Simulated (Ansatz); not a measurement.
**Quasi-harmonic thermodynamics of BAs (F-43m)**

Aim: the lattice, expansion, heat capacity and bulk modulus of BAs as it warms.

Experimental results on record:
- volume expansion coefficient 11.55 1e-6/K near room temperature (given in “Basic Physical Properties of Cubic Boron Arsenide (three times its linear coefficient)”, 2019, arxiv:1911.11281)
- volume expansion coefficient 10.8 1e-6/K near room temperature (given in “Thermal expansion coefficients of high thermal conducting BAs and BP materials (three times its linear coefficient)”, 2019, arxiv:1906.04101)

Program: Ansatz 0.2.0. Level of theory: DFT LDA, scalar-relativistic, plane waves, PAW. Results are calculated unless marked as measured.

Most raw output is cut from this account.

## 1. Set-up

The structure is cubic, space group F-43m (No. 216). The conventional cell has a = 4.777 Å, b = 4.777 Å, c = 4.777 Å, α = 90.00°, β = 90.00°, γ = 90.00°. B has 4 As at 2.07 Å nearest. Nearest to As lie 4 B at 2.07 Å. Farther neighbours are not listed.

Coordinates:

```cif
data_structure
_symmetry_space_group_name_H-M 'P 1'
_symmetry_Int_Tables_number 1
_cell_length_a 3.3778
_cell_length_b 3.3778
_cell_length_c 3.3778
_cell_angle_alpha 60.000
_cell_angle_beta 60.000
_cell_angle_gamma 60.000
_cell_volume 27.25
loop_
_atom_site_label
_atom_site_type_symbol
_atom_site_fract_x
_atom_site_fract_y
_atom_site_fract_z
_atom_site_occupancy
B1 B 0.00000 0.00000 0.00000 1
As2 As 0.25000 0.25000 0.25000 1
```

## 2. A first coarse run

A cheap single point shows whether the cell is a metal or an insulator and how far it is from rest; that sets the k-mesh and the occupations of what follows.

input.yaml reads:

```yaml
crystal:
  lattice:
    - [0.0, 2.3885, 2.3885]
    - [2.3885, 0.0, 2.3885]
    - [2.3885, 2.3885, 0.0]
  atoms:
    - { symbol: B, position: [0.0, 0.0, 0.0] }
    - { symbol: As, position: [0.25, 0.25, 0.25] }
kpoints:
  mp_grid: { grid: [6, 6, 6] }
hamiltonian:
  xc: lda
scf:
  occupations: { method: gaussian, width: 0.1 }
output:
  forces: true
  stress: true
  eigenvalues: true
```

Run with:

```sh
ansatz run input.yaml --threads 4 --pin off --max-ram 16384MiB --backend cpu --events-out ev --progress --plain --runs-dir out
```

Run time: 0.78 s. Hardware: 4 threads of Arm Neoverse V2, shared host; peak memory 0.26 GiB; 1.2 s of CPU time.

A gap read on the k-mesh alone can miss the band edges.

This step gave:

- pressure: -3.896 GPa
- gap on the k-mesh: 1.228 eV
- volume per atom: 13.63 Å³

The start is under -3.9 GPa at this level and looks like an insulator or semiconductor on this mesh.

## 3. Relaxation

The vibrations must be taken about the equilibrium of this functional, not about the starting cell, so the structure is relaxed.

input.yaml, the sections that differ from step 2:

```yaml
kpoints:
  mp_grid: { grid: [10, 10, 10] }
scf:
  occupations: { method: gaussian, width: 0.02 }
output:
  forces: true
  stress: true
  eigenvalues: true
  write_density: true
  write_potential: true
  elf: true
  volumetric_format: npy
relax:
  adjacent_minimum: "off"
  f_tol: 0.005
  max_steps: 80
  cell: { stress_tol: 0.05 }
# crystal, hamiltonian: as in step 2
```

It took 2.3 s on 4 threads; peak memory 0.32 GiB.

The steps of the relaxation:

```tsv
step	energy less that of the first step (eV)	largest force component (eV/Å)	pressure (GPa)	volume (Å³)
1	0.0000	0.0000	-3.93	27.25
2	-0.0092	0.0000	-1.09	26.69
3	-0.0100	0.0000	0.05	26.49
4*	-0.0095	0.0000	0.03	26.49
```

Relaxation steps marked * repeat the geometry before them on a plane-wave basis chosen anew for their cell, so energy and pressure can jump there.

Forces are held to the 24 operations that the run works with; a distortion that breaks them can't arise in this run.

```tsv
conventional cell, symmetrised	before	after	change
a (Å)	4.777	4.732	-0.9 %
b (Å)	4.777	4.732	-0.9 %
c (Å)	4.777	4.732	-0.9 %
volume (Å³/atom)	13.63	13.24	-2.8 %
```

The relaxed structure:

```
B As
1.0
     0.00000    2.36593    2.36593
     2.36593    0.00000    2.36593
     2.36593    2.36593    0.00000
B As
1 1
Direct
  0.00000 0.00000 0.00000
  0.25000 0.25000 0.25000
```

Numbers from this step:

```yaml
pressure: 0.02967 GPa
gap_on_the_k_mesh: 1.104 eV
volume_per_atom: 13.24 Å³
```

Valence density in the ac plane of a cell with a along [110], b along [-110] and c along [001] of the cube at fractional y = 0.000, with atoms of B and As within 0.2 Å of it. It is the smooth field of the valence electrons, not physical close to the nuclei.

Values in e/Å³, 7 rows by 16 columns, each cell a mean:
```
 1  1  1  2  2  1  1  1  1  1  1  2  2  1  1  1
 0  0  2 14 21  5  1  0  0  0  2 14 21  5  1  0
 0  0  1  3  5  1  0  0  0  0  1  3  5  1  0  0
 0  0  0  0  0  0  0  0  0  0  0  0  0  0  0  0
 0  0  0  0  0  0  0  0  0  0  0  0  0  0  0  0
 0  0  0  0  0  0  0  0  0  0  0  0  0  0  0  0
 1  1  0  0  0  0  0  1  1  1  0  0  0  0  0  1
```
Columns run along a (6.7 Å), rows up along c (4.7 Å), edges of the conventional cell, whose origin can differ from the input's. Atoms in or near the plane, at fractional coordinates: B at (0.50, 0.00), B at (0.00, 0.00), As at (0.75, 0.75), As at (0.25, 0.75).

ELF in the ac plane of a cell with a along [110], b along [-110] and c along [001] of the cube at fractional y = 0.000, with atoms of B and As within 0.2 Å of it. It is the smooth field of the valence electrons, not physical close to the nuclei.

Ten even steps from '0' (0.02) to '9' (0.86), each cell a mean:
```
1698668961399767993
6997557996798646997
6885225886787313787
3564224653466313664
1356446531145545541
0135665310024666420
0013443100002343200
0000110000000111000
1100000011100000001
4310000134420000024
6531001356642000246
3443113443454212454
0376446730157545751
```
Columns run along a (6.7 Å), rows up along c (4.7 Å), edges of the conventional cell, whose origin can differ from the input's. Atoms in or near the plane, at fractional coordinates: B at (0.50, 0.00), B at (0.00, 0.00), As at (0.75, 0.75), As at (0.25, 0.75).

Electrostatic potential energy in the ac plane of a cell with a along [110], b along [-110] and c along [001] of the cube at fractional y = 0.000, with atoms of B and As within 0.2 Å of it. With pseudopotentials it is smooth inside the atoms' cores, unlike the true potential.

Ten even steps from '0' (-41 eV) to '9' (22 eV), each cell a mean:
```
0377667620057666750
5665665665575676675
8767996678775898578
8867996688875898578
8865665688875676578
8887667888887666788
8888888888888888888
8888888888888888888
8888888888888888888
8888888888888888888
7788888877788888887
2578888752368888863
0278888610047888740
```
Columns run along a (6.7 Å; values clipped at the 3rd and 97th percentile), rows up along c (4.7 Å), edges of the conventional cell, whose origin can differ from the input's. Atoms in or near the plane, at fractional coordinates: B at (0.50, 0.00), B at (0.00, 0.00), As at (0.75, 0.75), As at (0.25, 0.75).

The relaxation ends with a pressure of 0.03 GPa.

## 4. Tight relaxation

The thresholds are tightened for a last relaxation ahead of the phonons, and where mesh or smearing change with them the cell follows.

input.yaml, the sections that differ from step 3:

```yaml
crystal:
  lattice:
    - [0.0, 2.3659270534, 2.3659270534]
    - [2.3659270534, 0.0, 2.3659270534]
    - [2.3659270534, 2.3659270534, 0.0]
  atoms:
    - { symbol: B, position: [0.0, 0.0, 0.0] }
    - { symbol: As, position: [0.25, 0.25, 0.25] }
kpoints:
  mp_grid: { grid: [12, 12, 12] }
scf:
  occupations: { method: fixed }
relax:
  adjacent_minimum: "off"
  f_tol: 0.001
  max_steps: 60
  cell: { stress_tol: 0.01 }
# hamiltonian, output: as in step 3
```

The job ended after 1.8 s (4 threads; peak memory 0.33 GiB).

Little changed from the start: no atom moved by 0.005 Å and no cell edge by 0.1 %.

Numbers from this step:

| Quantity | Value |
| --- | --- |
| pressure | 0.008837 GPa |
| gap on the k-mesh | 1.110 eV |
| volume per atom | 13.25 Å³ |

Valence density in the ac plane of a cell with a along [110], b along [-110] and c along [001] of the cube at fractional y = 0.000, with atoms of B and As within 0.2 Å of it. It is the smooth field of the valence electrons, not physical close to the nuclei.

Ten steps, logarithmic in the rise over the least value, from '_' (0 e/Å³) to '@' (23 e/Å³), each cell a mean:
```
::--::::::::::::--::::--::::::::::--::
::::--==****==--::::::::--++**++--::::
..::--**@@@@**--::....::==%%@@%%==::..
....--**@@@@**::......::==%%@@%%==::..
____::==****==::______..--++**++::..__
____..::::::::..________..::::::..____
________....______________......______
______________________________________
______________________________________
....____________......______________..
::....________....::::..__________..::
::::..________..::::::::..______..::::
::::::........::::::::::..........::::
```
Columns run along a (6.7 Å), rows up along c (4.7 Å), edges of the conventional cell, whose origin can differ from the input's. Atoms in or near the plane, at fractional coordinates: B at (0.50, 0.00), B at (0.00, 0.00), As at (0.75, 0.75), As at (0.25, 0.75).

Electrostatic potential energy in the ac plane of a cell with a along [110], b along [-110] and c along [001] of the cube at fractional y = 0.000, with atoms of B and As within 0.2 Å of it. With pseudopotentials it is smooth inside the atoms' cores, unlike the true potential.

Values in eV, 7 rows by 16 columns, each cell a mean:
```
-26  -7   1  -2  -1  -1   0 -20 -26  -7   1  -2  -1  -1   0 -20
 10   6  -4  17  21   3   0   9  10   6  -4  17  21   3   0   9
 13  10  -1   0   3  -3   6  12  13  10  -1   0   3  -3   6  12
 14  13  12  10   9  11  13  13  14  13  12  10   9  11  13  13
 13  13  14  14  14  14  14  13  13  13  14  14  14  14  14  13
  7  10  13  14  14  14  12   8   7  10  13  14  14  14  12   8
-35 -12   9  12  12  11   0 -30 -35 -12   9  12  12  11   0 -30
```
Columns run along a (6.7 Å; values clipped at the 3rd and 97th percentile), rows up along c (4.7 Å), edges of the conventional cell, whose origin can differ from the input's. Atoms in or near the plane, at fractional coordinates: B at (0.50, 0.00), B at (0.00, 0.00), As at (0.75, 0.75), As at (0.25, 0.75).

ELF in the ac plane of a cell with a along [110], b along [-110] and c along [001] of the cube at fractional y = 0.000, with atoms of B and As within 0.2 Å of it. It is the smooth field of the valence electrons, not physical close to the nuclei.

Values, 7 rows by 16 columns, each cell a mean:
```
0.37 0.77 0.80 0.60 0.54 0.72 0.84 0.52 0.37 0.77 0.80 0.60 0.54 0.72 0.84 0.52
0.51 0.67 0.60 0.26 0.20 0.46 0.68 0.58 0.51 0.67 0.60 0.26 0.20 0.46 0.68 0.58
0.12 0.31 0.50 0.48 0.44 0.52 0.40 0.18 0.12 0.31 0.50 0.48 0.44 0.52 0.40 0.18
0.03 0.07 0.22 0.36 0.39 0.28 0.12 0.04 0.03 0.07 0.22 0.36 0.39 0.28 0.12 0.04
0.16 0.10 0.05 0.05 0.05 0.04 0.08 0.14 0.16 0.10 0.05 0.05 0.05 0.04 0.08 0.14
0.53 0.40 0.17 0.05 0.03 0.11 0.31 0.49 0.53 0.40 0.17 0.05 0.03 0.11 0.31 0.49
0.18 0.43 0.51 0.35 0.30 0.45 0.52 0.25 0.18 0.43 0.51 0.35 0.30 0.45 0.52 0.25
```
Columns run along a (6.7 Å), rows up along c (4.7 Å), edges of the conventional cell, whose origin can differ from the input's. Atoms in or near the plane, at fractional coordinates: B at (0.50, 0.00), B at (0.00, 0.00), As at (0.75, 0.75), As at (0.25, 0.75).

The residual pressure is 0.0088 GPa, small enough for phonons.

## 5. Relaxing at another setting

The functional, the potentials or the cutoff change, so the crystal is relaxed again at the new setting.

input.yaml, the sections that differ from step 4:

```yaml
crystal:
  lattice:
    - [0.0, 2.3660417805, 2.3660417805]
    - [2.3660417805, 0.0, 2.3660417805]
    - [2.3660417805, 2.3660417805, 0.0]
  atoms:
    - { symbol: B, position: [0.0, 0.0, 0.0] }
    - { symbol: As, position: [0.25, 0.25, 0.25] }
output:
  forces: true
  stress: true
  eigenvalues: true
basis:
  ecutwfc: 550.0
# kpoints, hamiltonian, scf, relax: as in step 4
```

Wall time 1.8 s (4 threads); peak memory 0.35 GiB.

Little changed from the start: no atom moved by 0.005 Å and no cell edge by 0.1 %.

Numbers from this step:

```
pressure : 3.45e-4 GPa
```

The residual pressure is 3.4e-4 GPa, small enough for phonons.

## 6. The quasi-harmonic study, cutoff 550 eV, k-mesh 12×12×12

The study relaxes the crystal at several strains, solves the phonons on some of them and minimises the free energy at each temperature (static energy, vibrations, the electrons in a metal, and PV under a set pressure); the q-mesh sets how far the force constants reach.

input.yaml, the sections that differ from step 5:

```yaml
output:
  eigenvalues: true
phonons:
  method: dfpt
  qmesh: [4, 4, 4]
  temperatures: { t_max: 800.0, t_step: 50 }
  thermal_expansion: {}
# crystal, kpoints, hamiltonian, scf, basis: as in step 5
# relax: removed
```

Run time: 13 min. Hardware: 4 threads; peak memory 2.2 GiB; 50 min of CPU time.

Numbers from this step:

* pressure: 3.46e-4 GPa
* volume expansion coefficient at 298 K: 11.89 1e-6/K
* C_P at 298 K: 17.06 J/mol-atom/K
* entropy at 298 K: 15.69 J/mol-atom/K
* isothermal bulk modulus at 298 K: 142.8 GPa
* Grüneisen parameter at 298 K: 0.8038
* volume at 298 K: 13.37 Å³/atom
* principal linear expansion coefficients at 298 K: 3.964, 3.964, 3.964 1e-6/K

Strained cells of the study; zero-point energy where phonons were solved; the pressures are stresses at a fixed cutoff and can carry an offset from the finite basis. Expansion cells, by row:

```tsv
cell	|a| (Å)	|b| (Å)	|c| (Å)	V (Å³/atom)	E - E_lowest (meV/atom)	pressure, compression positive (GPa)	gap (eV)	zero-point energy (meV/atom)
1	3.346	3.346	3.346	13.25	0	-0.009	1.11	-
2	3.373	3.373	3.373	13.57	3.416	-3.357	1.132	-
3	3.32	3.32	3.32	12.93	3.532	3.68	1.088	-
4	3.346	3.346	3.346	13.25	0	-0.039	1.11	82.35
5	3.363	3.363	3.363	13.45	1.383	-2.171	1.124	80.99
6	3.355	3.355	3.355	13.35	0.406	-1.195	1.117	81.62
7	3.373	3.373	3.373	13.57	3.5	-3.397	1.132	80.17
8	3.313	3.313	3.313	12.86	5.484	4.634	1.082	-
9	3.33	3.33	3.33	13.05	1.338	2.228	1.096	-
10	3.387	3.387	3.387	13.73	7.768	-4.953	1.143	-
```

Quasi-harmonic; a, b, c are the run's own cell vectors. Expansion, by row:

```tsv
T (K)	a (Å)	b (Å)	c (Å)	alpha (deg)	beta (deg)	gamma (deg)	cell volume (Å³/cell)	alpha_a (1e-6/K)	alpha_b (1e-6/K)	alpha_c (1e-6/K)	alpha_V (1e-6/K)	C_P (J/mol-atom/K)	C_V (J/mol-atom/K)	S (J/mol-atom/K)	B_T (GPa)	B_S (GPa)	Grueneisen	extrapolation	fit error (1e-6/K)
0	3.354	3.354	3.354	60	60	60	26.69	0	0	0	0	0	0	0	144.3	144.3	-	0	0
50	3.355	3.355	3.355	60	60	60	26.69	0.2	0.2	0.2	0.61	1.729	1.729	0.539	144.3	144.3	0.411	0	0
100	3.355	3.355	3.355	60	60	60	26.69	0.95	0.95	0.95	2.86	6.417	6.417	3.23	144.2	144.2	0.516	0	0
150	3.355	3.355	3.355	60	60	60	26.7	1.73	1.73	1.73	5.18	9.839	9.834	6.509	143.9	144	0.61	0	0
200	3.355	3.355	3.355	60	60	60	26.71	2.55	2.55	2.55	7.66	12.71	12.7	9.742	143.7	143.8	0.697	0	0.01
250	3.356	3.356	3.356	60	60	60	26.72	3.33	3.33	3.33	9.99	15.16	15.13	12.85	143.3	143.5	0.761	0	0.01
298.1	3.356	3.356	3.356	60	60	60	26.73	3.96	3.96	3.96	11.89	17.06	17.01	15.69	142.8	143.2	0.804	0	0.01
300	3.356	3.356	3.356	60	60	60	26.73	3.99	3.99	3.99	11.96	17.12	17.07	15.79	142.8	143.2	0.805	0	0.01
350	3.357	3.357	3.357	60	60	60	26.75	4.51	4.51	4.51	13.53	18.66	18.59	18.55	142.3	142.9	0.835	0	0.01
400	3.358	3.358	3.358	60	60	60	26.77	4.93	4.93	4.93	14.78	19.85	19.75	21.13	141.8	142.5	0.855	0	0.01
450	3.359	3.359	3.359	60	60	60	26.79	5.26	5.26	5.26	15.77	20.77	20.64	23.52	141.2	142.1	0.87	0	0.01
500	3.36	3.36	3.36	60	60	60	26.81	5.52	5.52	5.52	16.56	21.5	21.34	25.75	140.7	141.7	0.882	0	0.01
550	3.361	3.361	3.361	60	60	60	26.84	5.74	5.74	5.74	17.21	22.08	21.89	27.82	140.1	141.3	0.89	0	0.01
600	3.361	3.361	3.361	60	60	60	26.86	5.92	5.92	5.92	17.75	22.54	22.33	29.77	139.6	140.9	0.897	0	0.01
650	3.362	3.362	3.362	60	60	60	26.88	6.07	6.07	6.07	18.2	22.93	22.68	31.59	139	140.5	0.903	0	0.01
700	3.364	3.364	3.364	60	60	60	26.91	6.2	6.2	6.2	18.59	23.25	22.98	33.3	138.4	140	0.907	0	0.01
750	3.365	3.365	3.365	60	60	60	26.93	6.31	6.31	6.31	18.93	23.51	23.21	34.91	137.8	139.6	0.911	0	0.02
800	3.366	3.366	3.366	60	60	60	26.96	6.41	6.41	6.41	19.23	23.74	23.41	36.44	137.2	139.2	0.915	0	0.03
```

Expansion coefficient against temperature; values in 1e-6/K:

```tsv
temperature (K)	volume	principal 1
0	0	0
50	0.61	0.2
100	2.86	0.95
150	5.18	1.73
200	7.66	2.55
250	9.99	3.33
298	11.9	3.96
300	12.0	3.99
350	13.5	4.51
400	14.8	4.93
450	15.8	5.26
500	16.6	5.52
550	17.2	5.74
600	17.8	5.92
650	18.2	6.07
700	18.6	6.2
750	18.9	6.31
800	19.2	6.41
```

At 298 K the volume expansion is 11.9 × 10⁻⁶/K and B_T is 143 GPa.

## 7. The quasi-harmonic study, cutoff 487.2 eV, k-mesh 20×20×20

Changes to input.yaml since step 6:

```diff
@@ -9,3 +9,3 @@
 kpoints:
-  mp_grid: { grid: [12, 12, 12] }
+  mp_grid: { grid: [20, 20, 20] }
 hamiltonian:
@@ -16,4 +16,2 @@
   eigenvalues: true
-basis:
-  ecutwfc: 550.0
 phonons:
```

The job ended after 49 min (4 threads; peak memory 7.3 GiB; 3.2 h of CPU time).

This step gave:

* pressure: 0.003313 GPa
* gap on the k-mesh: 1.105 eV
* volume expansion coefficient at 298 K: 11.90 1e-6/K
* Grüneisen parameter at 298 K: 0.8042
* principal linear expansion coefficients at 298 K: 3.966, 3.966, 3.966 1e-6/K

Strained cells of the study; zero-point energy where phonons were solved; the pressures are stresses at a fixed cutoff and can carry an offset from the finite basis. Expansion cells, by row:

```tsv
cell	|a| (Å)	|b| (Å)	|c| (Å)	V (Å³/atom)	E - E_lowest (meV/atom)	pressure, compression positive (GPa)	gap (eV)	zero-point energy (meV/atom)
1	3.346	3.346	3.346	13.25	0	-0.017	1.105	-
2	3.373	3.373	3.373	13.57	3.411	-3.366	1.126	-
3	3.32	3.32	3.32	12.93	3.539	3.673	1.083	-
4	3.346	3.346	3.346	13.25	0	-0.05	1.105	82.35
5	3.363	3.363	3.363	13.45	1.383	-2.182	1.118	80.99
6	3.355	3.355	3.355	13.35	0.406	-1.207	1.112	81.62
7	3.373	3.373	3.373	13.57	3.503	-3.409	1.126	80.17
8	3.313	3.313	3.313	12.86	5.484	4.623	1.078	-
9	3.33	3.33	3.33	13.05	1.339	2.217	1.091	-
10	3.387	3.387	3.387	13.73	7.775	-4.966	1.136	-
```

(Continued in part 2 of 2.)

[Logs are printed without paths, hosts, clocks, repeated set-up lines and the standing remarks that a program may print on its own settings, such as how far it seeks lower states.]

[Hosts, paths, dates, database ids (printed as entryN), source tags and the programs' standing remarks are cut or masked in the printed files.]

[A step with changed settings may run another functional than the one named; its input shows which.]
